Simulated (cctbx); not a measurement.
# Reading a Patterson map

Space group Im-3 (no. 204), a = 7.9710 Å, b = 7.9710 Å, c = 7.9710 Å, α = 90.00°, β = 90.00°, γ = 90.00°, content Ho2 Fe8 P24.

The data are simulated with cctbx, not measured: synchrotron X-rays, λ = 0.6889 Å, to d = 0.7 Å, 80 % of the full sphere, strongest reflection 70000 counts, noise from counting, a 4 % proportional error and a noise floor of 4 counts (s.d.); no absorption, some extinction.

Patterson synthesis from sharpened amplitudes, origin scaled to 1000:

```text
Patterson group I m -3
      u       v       w   height  length (A)
  0.000   0.000   0.000   1000.0     0.00
  0.250   0.250   0.250    323.9     3.45
  0.000   0.153   0.344    238.4     3.00
  0.000   0.000   0.500    168.1     3.99
  0.000   0.000   0.310     49.0     2.47
  0.088   0.250   0.395     46.5     3.79
  0.100   0.101   0.262     45.3     2.38
  0.000   0.110   0.064     38.9     1.01
  0.042   0.062   0.104     29.4     1.02
  0.178   0.187   0.338     27.6     3.39
  0.042   0.447   0.371     22.6     4.64
  0.000   0.208   0.060     21.7     1.72
  0.070   0.153   0.140     21.4     1.75
  0.134   0.221   0.189     19.3     2.55
```

**Question.** Which atom pairs make the peaks, and where is the heaviest atom?

A peak at u stands for all pairs with xi − xj = u, with weight Σ ZiZj against Σ Z² = 19786 at the origin. Peak heights follow these weights only roughly, since form factors, motion and series ripples differ, all vectors within 0.55 Å of a peak are counted as merged into it though the farther ones add only part of their weight, and F(000) is left out, which lowers the whole map:

| u | v | w | shortest length (Å) | height | 1000 ΣZiZj/ΣZ² | pairs in the cell |
| --- | --- | --- | --- | --- | --- | --- |
| 0.250 | 0.250 | 0.250 | 3.45 | 324 | 352 | 4 × Ho–Fe |
| 0.000 | 0.153 | 0.344 | 3.00 | 238 | 294 | 4 × Ho–P, 8 × P–P |
| 0.000 | 0.000 | 0.500 | 3.99 | 168 | 273 | 8 × Fe–Fe |
| 0.000 | 0.000 | 0.310 | 2.47 | 49 | 91 | 8 × P–P |
| 0.088 | 0.250 | 0.395 | 3.79 | 46 | 79 | 4 × Fe–P |
| 0.100 | 0.101 | 0.262 | 2.38 | 45 | 79 | 4 × Fe–P |

The table stops at ten peaks or at a height of 45, below which ripples compete. In the model behind the data Ho, the heaviest element, has 1 independent site: (0, 0, 0), up to an allowed shift of origin. No listed peak is a Ho–Ho vector, so the position follows from the cell content and the cross vectors. The whole model:

```
atom  mult.       x    y       z  Ueq (Å²)
 Ho1      2       0    0       0    0.0062
 Fe1      8     1/4  1/4     1/4    0.0130
  P1     24  0.3413    0  0.1527    0.0118
```

The model was made for the exercise: a known structure type with other elements put in, its volume estimated, not relaxed; displacement parameters are assumed.

[Logs are printed without paths, hosts, clocks, repeated set-up lines and the standing remarks that a program may print on its own settings, such as how far it seeks lower states.]
